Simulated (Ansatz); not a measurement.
## Rh (Rhodium, Fm-3m): thermal expansion from first principles

Wanted: α(T), C_P(T) and B(T) of Rhodium in the quasi-harmonic approximation.

Method: DFT PBEsol, scalar-relativistic, plane waves, PAW, in Ansatz 0.2.0.

The database entry behind the starting cell differs from later determinations by our own check (an axis about 0.2 % short against later determinations), so it need not match the best structure at ambient conditions.

## Step 1: The structure

It takes space group Fm-3m (No. 225, cubic). The conventional cell has a = 3.796 Å, b = 3.796 Å, c = 3.796 Å, α = 90.00°, β = 90.00°, γ = 90.00°. Nearest to Rh lie 12 Rh at 2.68 Å.

## Step 2: A first coarse run

Before spending time, one coarse run tells the gap and the pressure of the starting cell.

input.yaml

```yaml
crystal:
  lattice:
    - [0.0, 1.89785, 1.89785]
    - [1.89785, 0.0, 1.89785]
    - [1.89785, 1.89785, 0.0]
  atoms:
    - { symbol: Rh, position: [0.0, 0.0, 0.0] }
kpoints:
  mp_grid: { grid: [8, 8, 8] }
hamiltonian:
  xc: pbesol
scf:
  occupations: { method: gaussian, width: 0.1 }
  lower_state_search: "off"
output:
  forces: true
  stress: true
  eigenvalues: true
```

Launch:

```sh
ansatz run input.yaml --threads 8 --pin off --max-ram 16384MiB --backend cpu --events-out ev --progress --plain --runs-dir out
```

Numbers of over 12 decimals in the logs are rounded to 6 here.

What it wrote:

```text
Engine: ansatz 0.2.0, aarch64-unknown-linux-gnu
Pseudopotentials: kind: paw
Pseudopotential: Rh, paw, valence charge 17, recommended cutoff 420 eV (normal), Rh.paw.azcp
Functional definition: PBEsol
  exchange = pbesol_x
  correlation = pbesol_c
Crystal: 1 atoms, lattice volume = 13.671 Å³
Basis set: ecut = 420 eV, 283 PW (Γ), exchange–correlation on 36×36×36 points (8 copies of the dense FFT grid, shifted against one another)
Bands: 13, of which v1, the nominal top of the filled ones, is band 9 counted from 1 (8 counted from 0)
Symmetry: 48 space group operations
Space group: Fm-3m (ITA 225), of the structure as read, at distance tolerance 2.4e-5 Å
k-points: 29 of 512
Non-local potential: Rh, projectors of the file, l = 0: 3, l = 1: 2, l = 2: 2, l = 3: 1
PAW form: soft (Blöchl's): semilocal exchange-correlation on the pseudo side does not see the compensation charge
PAW frozen core: Rh, regenerated for the run's functional, and the local potential with it (the file was generated under x = pbe(κ = 0.804, μ = 0.219515), c = pbe(β = 0.066725))
PAW one-centre angular grid: Rh, 590 points (default); XC on 64 Gauss nodes
Initial density: superposition of atomic densities (neutral atoms: chi_scale 0, normalization atom), corrected by the library's trained network
Initial wavefunctions: pseudopotential atomic-orbital guess
Functional: x = pbesol(κ = 0.804, μ = 0.123457), c = pbesol(β = 0.046)
SCF iter   1: F=—  HF=-6338.714618 eV  |F-HF|=—  |Δ(HF+E_count)|=         —  Δρ=8.70e-3  dr2=5.36e-3  ethr=1.77e-3  ⟨swp⟩=4.9  Hψ=2050  notcnv=0
preconditioner: auto → none  [metal: Δε(μ)=0.096 eV  Ē_g=14.052 eV  σ=0.100 eV  W_gap=0.48  n_scr=0 (ndim 8)  ℏωp=30.1 eV  f_vac=0.000  D(μ)=1.91/eV (n_scr^D=26)]
SCF iter   2: F=—  HF=-6338.713224 eV  |F-HF|=—  |Δ(HF+E_count)|=   1.39e-3  Δρ=3.45e-3  dr2=5.62e-4  ethr=3.15e-5  ⟨swp⟩=2.6  Hψ=821  notcnv=0
SCF iter   3: F=—  HF=-6338.713092 eV  |F-HF|=—  |Δ(HF+E_count)|=   1.32e-4  Δρ=1.78e-3  dr2=5.33e-5  ethr=3.31e-6  ⟨swp⟩=2.5  Hψ=555  notcnv=0
SCF iter   4: F=—  HF=-6338.713089 eV  |F-HF|=—  |Δ(HF+E_count)|=   2.68e-6  Δρ=1.11e-4  dr2=3.86e-7  ethr=3.14e-7  ⟨swp⟩=1.3  Hψ=441  notcnv=0
iter 5 did not close the SCF: its close was put off for the readings that it lacked (scf_convergence_deferred on its scf_iter line)
SCF iter   5: F=-6338.713089 eV  HF=-6338.713089 eV  |F-HF|=2.20e-9  |Δ(HF+E_count)|=   1.52e-7  Δρ=1.34e-5  dr2=8.00e-9  ethr=2.27e-9  ⟨swp⟩=2.2  Hψ=581  notcnv=0
SCF iter   6: F=-6338.713089 eV  HF=-6338.713089 eV  |F-HF|=2.09e-11  |Δ(HF+E_count)|=  9.32e-10  Δρ=2.07e-6  dr2=1.58e-10  ethr=4.70e-11  ⟨swp⟩=2.0  Hψ=1287  notcnv=0
SCF 1 converged in 6 iterations: F = -6338.713089 eV  dr2 = 1.58e-10
  greatest PAW one-centre occupation: 1.000 electrons in one spin orbital (limit 2), on the Rh atom at site 0 (counted from 0), in its partial waves of l = 0
SCF converged after 6 iterations
Free energy (F): -6338.713089 eV
Harris-Foulkes:  -6338.713089 eV  (|F-HF|=2.09e-11)
Internal energy: -6338.703308 eV  (E = F + TS)
E sigma→0 (E₀):  -6338.708199 eV
Entropy (-TS):   -0.009782 eV (-9.782 meV/atom)
Fermi energy:    22.445646 eV
--- Per-component energies (eV) ---
  E_band       = -84.662860
  E_kinetic    = 573.505855
  E_local      = -1557.255489  (includes V_loc(G=0)·N_el)
  E_nonlocal   = 356.515259
  E_hartree    = 546.183821
  E_xc         = -220.665109
  E_vxc        = -278.036212  (∫ρ·V_xc dr)
  E_paw        = -3523.908444  (= ΣΔE_a)
  E_vpaw       = -271.761207  (= ΣTr[D̂ρ^β])
  E_aug_tail   = 0.000800  (compensation charges beyond the density's cutoff)
  E_ewald      = -2513.356200
  E_core_change = 0.276200  (= ΣΔE_core)
  E_smearing   = -0.009782  (= −TS)
  E_closure    = -0.000000  (closes the sum)
  Σ components = -6338.713089   (vs F -6338.713089, Δ=0.00e0)
--- Forces (eV/Å), atoms counted from 1 ---
  atom   1  Rh     0.00000000     0.00000000     0.00000000
  max |Σ_I F_I| component: 4.93e-32 eV/Å
--- Stress (GPa, compression-positive) ---
       -2.671426       0.000000       0.000000
       -0.000000      -2.671426      -0.000000
       -0.000000      -0.000000      -2.671426
  P = ⅓ Tr σ = -2.6714 GPa (-26.714 kbar)
--- Band table (eV; the first three rows and the last of 29) ---
  k-point 0: bands = [... 5 lower, 19.2978, 19.2978, 19.2978, 21.4418, 21.4418, 38.1225, 43.4894, 43.4894]
  k-point 1: bands = [... 5 lower, 19.0590, 19.5164, 19.5164, 21.3399, 21.3399, 38.9439, 41.0632, 44.3863]
  k-point 2: bands = [... 5 lower, 19.1485, 19.6696, 19.6696, 21.6010, 21.6010, 37.4161, 39.7371, 46.5478]
  k-point 28: bands = [... 5 lower, 18.5554, 18.5554, 21.2162, 23.4380, 32.0125, 32.0125, 33.6086, 35.0940]
```

Wall time 0.71 s (8 threads of Arm Neoverse V2, shared host); peak memory 0.26 GiB.

This step gave:

* pressure: -2.671 GPa
* volume per atom: 13.67 Å³/atom
* gap on the k-mesh: 0 eV

The start is under -2.7 GPa at this level and looks like a metal on this mesh.

## Step 3: Finding the static equilibrium

The vibrations must be taken about the equilibrium of this functional, not about the starting cell, so the structure is relaxed.

input.yaml, the sections that differ from step 2:

```yaml
kpoints:
  mp_grid: { grid: [18, 18, 18] }
relax:
  adjacent_minimum: "off"
  f_tol: 0.005
  max_steps: 80
  cell: { stress_tol: 0.05 }
# crystal, hamiltonian, scf, output: as in step 2
```

What it wrote:

```text
[...]
Crystal: 1 atoms, lattice volume = 13.671 Å³
Basis set: ecut = 420 eV, 283 PW (Γ), exchange–correlation on 36×36×36 points (8 copies of the dense FFT grid, shifted against one another)
Bands: 13, of which v1, the nominal top of the filled ones, is band 9 counted from 1 (8 counted from 0)
Symmetry: 48 space group operations
[...]
k-points: 195 of 5832
[...]
SCF iter   1: F=—  HF=-6338.750696 eV  |F-HF|=—  |Δ(HF+E_count)|=         —  Δρ=9.90e-3  dr2=1.10e-2  ethr=1.77e-3  ⟨swp⟩=4.9  Hψ=13968  notcnv=0
[...]
SCF iter   6: F=-6338.747256 eV  HF=-6338.747256 eV  |F-HF|=1.45e-10  |Δ(HF+E_count)|=  2.07e-10  Δρ=4.84e-6  dr2=5.49e-10  ethr=7.71e-11  ⟨swp⟩=2.8  Hψ=8698  notcnv=0
SCF 1 converged in 6 iterations: F = -6338.747256 eV  dr2 = 5.49e-10
[...]
relax step   1: F+E_penalty+E_count = -6338.74725639 eV  Δ(F+E_penalty+E_count) = +0.000e0 eV  max|allowed force component| = 0.000e0 eV/Å  Δτ_max = 0.0000 Å  P = -3.566 GPa  Ω = 13.671 Å³  (6 SCF iters, dr2 threshold 1.00e-7 eV, accepted)
Crystal: 1 atoms, lattice volume = 13.362 Å³
Basis set: ecut = 420 eV, 259 PW (Γ), exchange–correlation on 36×36×36 points (8 copies of the dense FFT grid, shifted against one another)
[...]
iter 1 solved again at ethr=3.90e-6 eV; its pass at ethr=3.10e-3 eV (dr2=6.64e-4 eV) is discarded
[...]
SCF iter   4: F=-6338.747978 eV  HF=-6338.747978 eV  |F-HF|=5.18e-8  |Δ(HF+E_count)|=   1.67e-6  Δρ=4.32e-5  dr2=5.60e-8  ethr=5.88e-10  ⟨swp⟩=3.5  Hψ=9381  notcnv=0
SCF 2 converged in 4 iterations: F = -6338.747978 eV  dr2 = 5.60e-8
relax step   2: F+E_penalty+E_count = -6338.74797766 eV  Δ(F+E_penalty+E_count) = -7.213e-4 eV  max|allowed force component| = 0.000e0 eV/Å  Δτ_max = 0.0000 Å  P = +3.167 GPa  Ω = 13.362 Å³  energy of the carried Pulay correction = +1.837e-4 eV  (4 SCF iters, dr2 threshold 1.00e-7 eV, accepted)
Crystal: 1 atoms, lattice volume = 13.506 Å³
[...]
SCF iter   4: F=-6338.749261 eV  HF=-6338.749261 eV  |F-HF|=9.65e-9  |Δ(HF+E_count)|=   2.79e-7  Δρ=1.88e-5  dr2=1.07e-8  ethr=5.88e-10  ⟨swp⟩=3.0  Hψ=9122  notcnv=0
SCF 3 converged in 4 iterations: F = -6338.749261 eV  dr2 = 1.07e-8
relax step   3: F+E_penalty+E_count = -6338.74926071 eV  Δ(F+E_penalty+E_count) = -1.283e-3 eV  max|allowed force component| = 0.000e0 eV/Å  Δτ_max = 0.0000 Å  P = -0.079 GPa  Ω = 13.506 Å³  energy of the carried Pulay correction = +9.783e-5 eV  (4 SCF iters, dr2 threshold 1.00e-7 eV, accepted)
[...]
relax step   4: F+E_penalty+E_count = -6338.74926371 eV  Δ(F+E_penalty+E_count) = -2.993e-6 eV  max|allowed force component| = 0.000e0 eV/Å  Δτ_max = 0.0000 Å  P = -0.002 GPa  Ω = 13.502 Å³  energy of the carried Pulay correction = +9.994e-5 eV  (2 SCF iters, dr2 threshold 1.57e-8 eV, accepted)
[...]
SCF iter   5: F=-6338.749167 eV  HF=-6338.749167 eV  |F-HF|=1.82e-12  |Δ(HF+E_count)|=  9.00e-11  Δρ=4.23e-7  dr2=2.59e-12  ethr=1.00e-12  ⟨swp⟩=4.0  Hψ=10236  notcnv=0
SCF 5 converged in 5 iterations: F = -6338.749167 eV  dr2 = 2.59e-12
relax step   5: F+E_penalty+E_count = -6338.74916711 eV  Δ(F+E_penalty+E_count) = +9.659e-5 eV  max|allowed force component| = 0.000e0 eV/Å  Δτ_max = 0.0000 Å  P = -0.001 GPa  Ω = 13.502 Å³  stress off target by 6.55e-4 GPa  SCF on the basis re-selected at this cell (its energy is not comparable with the rows above)  (5 SCF iters)
basis re-selected at this cell: Δ(F+E_penalty+E_count) = +9.659e-5 eV, ΔP = +0.001 GPa vs the last step (what re-selecting the basis moved, of the pressure what is left beyond the Pulay correction that the steps carried, after the strain that the cell walked since its last selection, with what the two solves' SCF thresholds leave and, on support functions, any second-order correction that the steps lacked; it is no measure of the basis error at this ecutwfc). This SCF's stress stands 6.55e-4 GPa from its target on what of the cell is left free (relax.cell.stress_tol is 5.00e-2 GPa) and its largest allowed force component is 0.00e0 eV/Å (relax.f_tol is 5.00e-3 eV/Å): [rest of the remark cut]
SCF converged after 5 iterations
Free energy (F): -6338.749167 eV
[...]
Internal energy: -6338.742575 eV  (E = F + TS)
E sigma→0 (E₀):  -6338.745871 eV
Entropy (-TS):   -0.006592 eV (-6.592 meV/atom)
Fermi energy:    22.775356 eV
[...]
--- Stress (GPa, compression-positive) ---
       -0.000655      -0.000000      -0.000000
       -0.000000      -0.000655       0.000000
       -0.000000       0.000000      -0.000655
  P = ⅓ Tr σ = -0.0007 GPa (-0.007 kbar)
--- Band table (eV; the first three rows and the last of 195) ---
  k-point 0: bands = [... 5 lower, 19.5773, 19.5773, 19.5773, 21.7500, 21.7500, 38.4790, 43.9014, 43.9014]
  k-point 1: bands = [... 5 lower, 19.5197, 19.6279, 19.6279, 21.7212, 21.7212, 38.6648, 43.2446, 44.0857]
  k-point 2: bands = [... 5 lower, 19.3755, 19.7602, 19.7602, 21.6589, 21.6589, 39.1653, 41.8556, 44.6270]
  k-point 194: bands = [... 5 lower, 18.3784, 19.3257, 21.5917, 23.7941, 31.6916, 33.1802, 34.1040, 35.5675]
--- Relaxed structure (4 steps of the walk, 4 accepted, 1 SCFs on fresh bases) ---
  F+E_penalty+E_count = -6338.74916711 eV   max|allowed force component| = 0.000e0 eV/Å   (the final SCF, on the basis selected at the relaxed cell)
  cell:  # Å, volume = 13.5023 Å³
    - [0, 1.889990, 1.889990]
    - [1.889990, 0, 1.889990]
    - [1.889990, 1.889990, 0]
  atoms:
    - { symbol: Rh, position: [0.0, 0.0, 0.0] }
```

Wall time 1.5 s (8 threads); peak memory 0.32 GiB.

Relaxation path:

```csv
step,energy less that of the first step (eV),largest force component (eV/Å),pressure (GPa),volume (Å³)
1,0.0000,0.0000,-3.57,13.67
2,-0.0007,0.0000,3.17,13.36
3,-0.0020,0.0000,-0.08,13.51
4,-0.0020,0.0000,0.00,13.50
5*,-0.0019,0.0000,0.00,13.50
```

Relaxation steps marked * repeat the geometry before them on a plane-wave basis chosen anew for their cell, so energy and pressure can jump there.

```csv
"conventional cell, symmetrised",before,after,change
a (Å),3.796,3.780,-0.4 %
b (Å),3.796,3.780,-0.4 %
c (Å),3.796,3.780,-0.4 %
volume (Å³/atom),13.67,13.50,-1.2 %
```

Final coordinates:

```xyz
1
Lattice="0.0000 1.8900 1.8900 1.8900 0.0000 1.8900 1.8900 1.8900 0.0000" Properties=species:S:1:pos:R:3 pbc="T T T"
Rh    0.0000    0.0000    0.0000
```

Numbers from this step:

```yaml
pressure: -6.55e-4 GPa
volume_per_atom: 13.50 Å³/atom
```

The relaxation ends with a pressure of 0.00 GPa.

## Step 4: Relaxing to small residual forces and stress

The relaxation is repeated with tighter thresholds on force and stress, since phonons are sensitive to what is left; a change of mesh or smearing in the input moves the cell too.

input.yaml

```yaml
crystal:
  lattice:
    - [0.0, 1.889990049, 1.889990049]
    - [1.889990049, 0.0, 1.889990049]
    - [1.889990049, 1.889990049, 0.0]
  atoms:
    - { symbol: Rh, position: [0.0, 0.0, 0.0] }
kpoints:
  mp_grid: { grid: [20, 20, 20] }
hamiltonian:
  xc: pbesol
scf:
  occupations: { method: methfessel_paxton, width: 0.2 }
  lower_state_search: "off"
output:
  forces: true
  stress: true
  eigenvalues: true
relax:
  adjacent_minimum: "off"
  f_tol: 0.001
  max_steps: 60
  cell: { stress_tol: 0.01 }
```

What it wrote:

```text
[...]
Crystal: 1 atoms, lattice volume = 13.502 Å³
Basis set: ecut = 420 eV, 259 PW (Γ), exchange–correlation on 36×36×36 points (8 copies of the dense FFT grid, shifted against one another)
Bands: 13, of which v1, the nominal top of the filled ones, is band 9 counted from 1 (8 counted from 0)
Symmetry: 48 space group operations
[...]
k-points: 256 of 8000
[...]
k-point 2: bands = [... 5 lower, 19.4180, 19.7399, 19.7399, 21.6840, 21.6840, 39.0550, 42.1679, 44.5035]
  k-point 255: bands = [... 5 lower, 18.8388, 18.8388, 21.5313, 23.8075, 32.4716, 32.4716, 34.0923, 35.5703]
--- Relaxed structure (3 steps of the walk, 3 accepted, 1 SCFs on fresh bases) ---
[...]
cell:  # Å, volume = 13.4982 Å³
    - [0, 1.889798, 1.889798]
    - [1.889798, 0, 1.889798]
    - [1.889798, 1.889798, 0]
  atoms:
    - { symbol: Rh, position: [0.0, 0.0, 0.0] }
[key lines of the parts left out:]
SCF converged after 4 iterations
Free energy (F): -6338.746278 eV
Fermi energy:    22.779385 eV
P = ⅓ Tr σ = 0.0001 GPa (0.001 kbar)
```

Elapsed: 1.5 s, on 8 threads; peak memory 0.34 GiB; 8.5 s of CPU time.

Little changed from the start: no atom moved by 0.005 Å and no cell edge by 0.1 %.

Numbers from this step:

| Property | Result |
| --- | --- |
| pressure | 8.61e-5 GPa |

The residual pressure is 8.6e-5 GPa, small enough for phonons.

(Continued in part 2 of 3.)

[Logs are printed without paths, hosts, clocks, repeated set-up lines and the standing remarks that a program may print on its own settings, such as how far it seeks lower states.]

[Hosts, paths, dates, database ids (printed as entryN), source tags and the programs' standing remarks are cut or masked in the printed files.]

[A step with changed settings may run another functional than the one named; its input shows which.]
